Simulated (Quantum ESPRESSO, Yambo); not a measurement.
# BaTiO3 (P4mm): G0W0 with Yambo, start to end, part 3 of 3

Aim: the G0W0 gap of BaTiO3 (P4mm) on PBE with spin-orbit coupling, step by step.

Quantum ESPRESSO 7.5 and Yambo 5.3.0; PBE and many-body steps on it, plane waves. Known limits of the many-body steps: not at the basis limit; coarse k mesh.

So far. Step 3 (Bands along the symmetry lines): The gap is 1.825 eV, as in the run before at this level. Step 4 (Empty states on the mesh, 4×4×4 mesh, 100 bands): On this mesh the gap is 1.825 eV.

The database entry behind the starting cell differs from later determinations by our own check (c/a about 0.6 % short), so it need not match the best structure at ambient conditions.

### 6. Screening and self-energy, 4×4×4 mesh, 100 bands, screening to 68 eV

Now the one-shot GW correction: screening in the RPA, then the self-energy of the levels asked for.

This step: G0W0 on PBE with spin-orbit coupling, plane waves, norm-conserving pseudopotentials.

The input, gw1.in:

```
HF_and_locXC
gw0
dyson
ppa
em1d
rim_cut
RandQpts= 1000000
RandGvec= 1 RL
EXXRLvcs= 76 Ry
VXCRLvcs= 304 Ry
Chimod= "HARTREE"
% BndsRnXp
 1 | 100 |
%
NGsBlkXp= 5 Ry
% LongDrXp
 1 | 1 | 1 |
%
% GbndRnge
 1 | 100 |
%
DysSolver= "n"
ExtendOut
PPAPntXp= 27.21138 eV
% QPkrange
 1 | 18 | 35 | 46 |
%
```

Started as:

```sh
OMP_NUM_THREADS=1 mpirun -n 4 yambo -F gw1.in -J gw1 -C gw1 > gw1.log
```

Output:

```text
 Yambo, version 5.3.0

 [02] CORE Variables Setup
 =========================

  [... cell, symmetries and grids as in the set-up ...]

  [02.05] Energies & Occupations
  ==============================

  [X] === General ===
  [X] Electronic Temperature                        :  0.000000  0.000000 [eV K]
  [X] Bosonic    Temperature                        :  0.000000  0.000000 [eV K]
  [X] Finite Temperature mode                       : no
  [X] El. density                                   :  0.62226E+24 [cm-3]
  [X] Fermi Level                                   :  10.40023 [eV]

  [X] === Gaps and Widths ===
  [X] Conduction Band Min                           :  1.824610 [eV]
  [X] Valence Band Max                              :  0.000000 [eV]
  [X] Filled Bands                                  :   40
  [X] Empty Bands                                   :   41  100
  [X] Direct Gap                                    :  2.058211 [eV]
  [X] Direct Gap localized at k                     :  1
  [X] Indirect Gap                                  :  1.824610 [eV]
  [X] Indirect Gap between kpts                     :  18   1
  [X] Last valence band width                       :  0.829016 [eV]
  [X] 1st conduction band width                     :  2.382887 [eV]

 [03] Transferred momenta grid and indexing
 ==========================================

 IBZ Q-points                                      :  18
 BZ  Q-points                                      :   64

 K/Q-points units:
 rlu = crystal or reduced units; cc = cartesian coordinates; iku = interal k-units

 Q [ 1]         [rlu]:  0.000000  0.000000  0.000000
 Q [ 2]         [rlu]:  0.000000  0.000000  0.250000
 Q [ 3]         [rlu]:  0.000000  0.000000 -0.500000
 Q [ 4]         [rlu]:  0.000000  0.250000  0.000000
 Q [ 5]         [rlu]:  0.000000  0.250000  0.250000
 Q [ 6]         [rlu]:  0.000000  0.250000 -0.500000
 Q [ 7]         [rlu]:  0.000000 -0.500000  0.000000
 Q [ 8]         [rlu]:  0.000000 -0.500000  0.250000
 Q [ 9]         [rlu]:  0.000000 -0.500000 -0.500000
 Q [10]         [rlu]:  0.250000  0.250000  0.000000
     [... 6 further rows ...]
 Q [17]         [rlu]: -0.500000 -0.500000  0.250000
 Q [18]         [rlu]: -0.500000 -0.500000 -0.500000

 [04] Coloumb potential Random Integration (RIM)
 ===============================================

  [04.01] RIM initialization
  ==========================

  * Diagonal components only detected *

  8 x (sBL volume)        :  0.071477 [a.u.]
  sBZ random points       :  1000000
  Points outside the sBZ  :   7992674
  RL volume               :  0.571816 [a.u.]
  Integrated volume       :  0.572340 [a.u.]

  [04.02] RIM integrals
  =====================

  Gamma point sphere radius             :  0.075279 [a.u.]
  Points outside the sphere             :   799805
  [Int_sBZ(q=0) 1/q^2]*(Vol_sBZ)^(-1/3) =:  7.678263
                                 should be <:  7.795600

  Summary of Coulomb integrals for non-metallic bands |Q|[au] RIM/Bare

  Q [1] 0.100000E-4 0.984948 * Q [2] 0.206876 1.047531
  Q [4] 0.207818 1.051805 * Q [5] 0.293234 1.049190
  Q [10] 0.293899 1.050618 * Q [11] 0.359408 1.035725
  Q [3] 0.413753 1.019729 * Q [7] 0.415636 1.019337
  Q [6] 0.463012 1.018201 * Q [8] 0.464275 1.017296
  Q [13] 0.464695 1.017702 * Q [12] 0.507512 1.016101
  Q [14] 0.508664 1.015336 * Q [9] 0.586468 1.011933
  Q [16] 0.587797 1.011712 * Q [15] 0.622200 1.010847
  Q [17] 0.623140 1.010401 * Q [18] 0.718817 1.008389

 [05] Dipoles
 ============

  [05.01] Setup: observables and procedures
  =========================================

  [WARNING] [x,Vnl] slows the Dipoles computation. To neglect it rename the ns.kb_pp file

 [06] Dynamic Dielectric Matrix (PPA)
 ====================================

 [WR./gw1//ndb.pp]---------------------------------------------------------------
  Brillouin Zone Q/K grids (IBZ/BZ)                :   18   64   18   64
  RL vectors                                       :   5983 [WF]
  Coulomb cutoff potential                         : none
  Electronic Temperature                           :  0.000000 [K]
  Bosonic    Temperature                           :  0.000000 [K]
  PPA    diel. fun.  energies                      : Perdew, Burke & Ernzerhof(X)+Perdew, Burke & Ernzerhof(C)
  wavefunctions                                    : Perdew, Burke & Ernzerhof(X)+Perdew, Burke & Ernzerhof(C)
  Global Gauge                                     : length
  X matrix size                                    :   89
  X band range                                     :    1  100
  X e/h energy range                               : -1.000000 -1.000000 [eV]
  X Time ordering                                  : R
  X Hxc Kernel                                     : HARTREE
  X Drude frequency                                :  0.000000  0.000000
  X poles                                          :  100.0000 [o/o]
  RL vectors in the sum                            :   5983
  [r,Vnl] included                                 : yes
  Field direction                                  :  0.577350E-5  0.577350E-5  0.577350E-5
  BZ energy Double Grid                            : no
  BZ energy DbGd points                            : 0
  BZ Q point size factor                           : -1.000000
  X Optical Averaged directions                    : none

 [07] Local Exchange-Correlation + Non-Local Fock
 ================================================

 [VXC] Plane waves :   38811
 [EXS] Plane waves :   4945

 QP @ state[ 1 ] K range:   1  18
 QP @ state[ 1 ] b range:   35   46

 [xc] Functional : Perdew, Burke & Ernzerhof(X)+Perdew, Burke & Ernzerhof(C)
 [xc] LIBXC used to calculate xc functional
  PP Number of Atomic Species                      :  3
  NLCC RL compoments                               :   38811
  PP Number of Atomic Species                      :  3
  NLCC RL compoments                               :   38811

 [xc] E_xc :  -21.66312 [Ha]
      E_xc :  -43.32624 [Ry]

  Local XC kind (lXC) : Perdew, Burke & Ernzerhof(X)+Perdew, Burke & Ernzerhof(C)
  Non-Local XC kind (nlXC) : Hartree-Fock

  Corrections @ K [1] :  [eV]
 <35|nlXC|35> = -24.72655  0.32738E-17 <35|lXC|35> = -20.16366  0.94408E-16
 <36|nlXC|36> = -24.72663  0.43717E-17 <36|lXC|36> = -20.16371 -0.37763E-15
 <37|nlXC|37> = -24.61947  0.10738E-16 <37|lXC|37> = -20.14319  0.28323E-15
 <38|nlXC|38> = -24.61950 -0.25758E-17 <38|lXC|38> = -20.14324  0.35403E-16
 <39|nlXC|39> = -24.43876 -0.48410E-17 <39|lXC|39> = -20.05557  0.36878E-18
 <40|nlXC|40> = -24.43876  0.12277E-16 <40|lXC|40> = -20.05558  0.14751E-17
 <41|nlXC|41> = -11.43790  0.49557E-18 <41|lXC|41> = -18.81073 -0.75527E-15
 <42|nlXC|42> = -11.43789 -0.30526E-18 <42|lXC|42> = -18.81072  0.000000
 <43|nlXC|43> = -11.92629  0.15097E-17 <43|lXC|43> = -19.00239  0.36878E-16
 <44|nlXC|44> = -11.92631 -0.18249E-17 <44|lXC|44> = -19.00239  0.10575E-15
[...]
Corrections @ K [2] :  [eV]
[...]
Corrections @ K [3] :  [eV]
[...]
Corrections @ K [4] :  [eV]
[...]
Corrections @ K [5] :  [eV]
[...]
[... 12 further k-points ...]
  Corrections @ K [18] :  [eV]
[...]
<42|nlXC|42> = -13.24888  0.51978E-18 <42|lXC|42> = -21.89440  0.29503E-17
 <43|nlXC|43> = -13.20373  0.10750E-17 <43|lXC|43> = -21.89385 -0.13276E-15
 <44|nlXC|44> = -13.20370 -0.43121E-18 <44|lXC|44> = -21.89377  0.47204E-16
 <45|nlXC|45> = -13.09753 -0.40632E-18 <45|lXC|45> = -21.84710 -0.12391E-15
 <46|nlXC|46> = -13.09751 -0.57139E-18 <46|lXC|46> = -21.84702  0.47204E-16

  [07.01] Hartree-Fock occupations report
  =======================================

  [Hartree-Fock] === General ===
  [Hartree-Fock] Electronic Temperature             :  0.000000  0.000000 [eV K]
  [Hartree-Fock] Bosonic    Temperature             :  0.000000  0.000000 [eV K]
  [Hartree-Fock] Finite Temperature mode            : no
  [Hartree-Fock] El. density                        :  0.62226E+24 [cm-3]
  [Hartree-Fock] Fermi Level                        :  10.40023 [eV]

  [Hartree-Fock] === Gaps and Widths ===
  [Hartree-Fock] Conduction Band Min                :  9.197445 [eV]
  [Hartree-Fock] Valence Band Max                   : -4.616784 [eV]
  [Hartree-Fock] Filled Bands                       :   40
  [Hartree-Fock] Empty Bands                        :   41  100
  [Hartree-Fock] Direct Gap                         :  13.81423 [eV]
  [Hartree-Fock] Direct Gap localized at k          :  1
  [Hartree-Fock] Indirect Gap                       :  13.81423 [eV]
  [Hartree-Fock] Indirect Gap between kpts          :  1  1
  [Hartree-Fock] Last valence band width            :  0.994532 [eV]
  [Hartree-Fock] 1st conduction band width          :  3.655642 [eV]

 [08] Dyson equation: Newton solver
 ==================================

  [08.01] G0W0 (W PPA)
  ====================

  [  GW  ] Bands range     :    1  100
  [GW/PPA] G damping       :  0.100000 [eV]

  QP @ state[ 1 ] K range:   1  18
  QP @ state[ 1 ] b range:   35   46

   Sc/G bands                                       :    1  100
   Sc/G damping                                     :  0.100000 ev
   Sc bands terminator                              : no
   Sx RL components                                 :   4945

   QP @ state[ 1 ] K range                          :   1  18
   QP @ state[ 1 ] b range                          :   35   46
   GF energies kind                                 : Perdew, Burke & Ernzerhof(X)+Perdew, Burke & Ernzerhof(C)
   GF WF`s kind                                     : Perdew, Burke & Ernzerhof(X)+Perdew, Burke & Ernzerhof(C)
   Xs energies kind                                 : Perdew, Burke & Ernzerhof(X)+Perdew, Burke & Ernzerhof(C)
   Xs WF`s kind                                     : Perdew, Burke & Ernzerhof(X)+Perdew, Burke & Ernzerhof(C)

 [11] Game Over & Game summary
```

The job ended after 12 min (4 MPI ranks of Arm Neoverse V1, shared host; peak memory 6 GiB).

Numbers from this step:

```yaml
g0w0_gap_on_the_mesh: 3.396 eV
starting_gap_on_the_mesh: 1.825 eV
k_of_the_valence_top: -0.5, -0.5, -0.5
k_of_the_conduction_bottom: 0, 0, 0
least_direct_g0w0_gap_on_the_computed_points: 3.598 eV
z_at_the_valence_top: 0.7599
z_at_the_conduction_bottom: 0.7736
```

The gap on the mesh goes from 1.82 eV to 3.40 eV, a correction of +1.57 eV.

Limits: finite bands, cutoff and mesh; coarse k mesh. v1 is the top filled band, c1 the lowest empty one. The levels before and after the correction (eV, zero at the valence-band top of each column):

```csv
,conduction bottom,valence top
Kohn-Sham,1.82,0.00
G0W0,3.40,0.00
```

```csv
,level,energy (eV)
Kohn-Sham,Γ v3,-0.243
Kohn-Sham,Γ v2-v1,-0.234
Kohn-Sham,Γ c1-c2,1.825
Kohn-Sham,Γ c3,2.026
Kohn-Sham,(-0.5 -0.5 -0.5) v3,-0.079
Kohn-Sham,(-0.5 -0.5 -0.5) v2-v1,0.000
Kohn-Sham,(-0.5 -0.5 -0.5) c1-c2,4.207
Kohn-Sham,(-0.5 -0.5 -0.5) c3,4.208
G0W0,Γ v3,-0.225
G0W0,Γ v2-v1,-0.202
G0W0,Γ c1-c2,3.396
G0W0,Γ c3,3.605
G0W0,(-0.5 -0.5 -0.5) v3,-0.108
G0W0,(-0.5 -0.5 -0.5) v2-v1,0.000
G0W0,(-0.5 -0.5 -0.5) c1-c2,6.070
G0W0,(-0.5 -0.5 -0.5) c3,6.046
```

### 7. Where the time went

Times are wall times on the hardware named with each run, good to a factor of about two.

```csv
step,time,share,memory (GiB)
ground state,2.1 min,13 %,0.85
bands along the symmetry lines,63 s,7 %,0.45
empty states on the mesh,40 s,4 %,0.6
conversion and set-up,4.5 s,0 %,0.25
screening and self-energy,12 min,76 %,6.0
```

### 8. Results

| Quantity | Value |
| --- | --- |
| PBE gap | 1.82 eV, indirect |
| G0W0 gap on the mesh | 3.40 eV |
| GW settings | 4×4×4 mesh, 100 bands, screening to 68 eV, Godby-Needs plasmon pole |
| known limits | not at the basis limit; coarse k mesh |

What this shows: G0W0 moves the gap on the mesh from 1.82 eV to 3.40 eV (+1.57 eV), with Z of 0.76 and 0.77 at the edges. The dearest step here is «screening and self-energy». Bands and cutoff are finite, so the gap is not at the basis limit. The miss can reach some tenths of an eV and take either sign; the mesh is an error of its own. The 4×4×4 mesh is coarse for this cell, which bears on the long-range parts of exchange and screening.

[Paths, hosts, dates, memory and timing lines, banners, echoed tables and standing remarks are left out of the program output.]

[Logs are printed without paths, hosts, clocks, repeated set-up lines and the standing remarks that a program may print on its own settings, such as how far it seeks lower states.]

[Runs of the session that timed out or met a known fault of the program may be left out.]

[Hosts, paths, dates, database ids (printed as entryN), source tags and the programs' standing remarks are cut or masked in the printed files.]
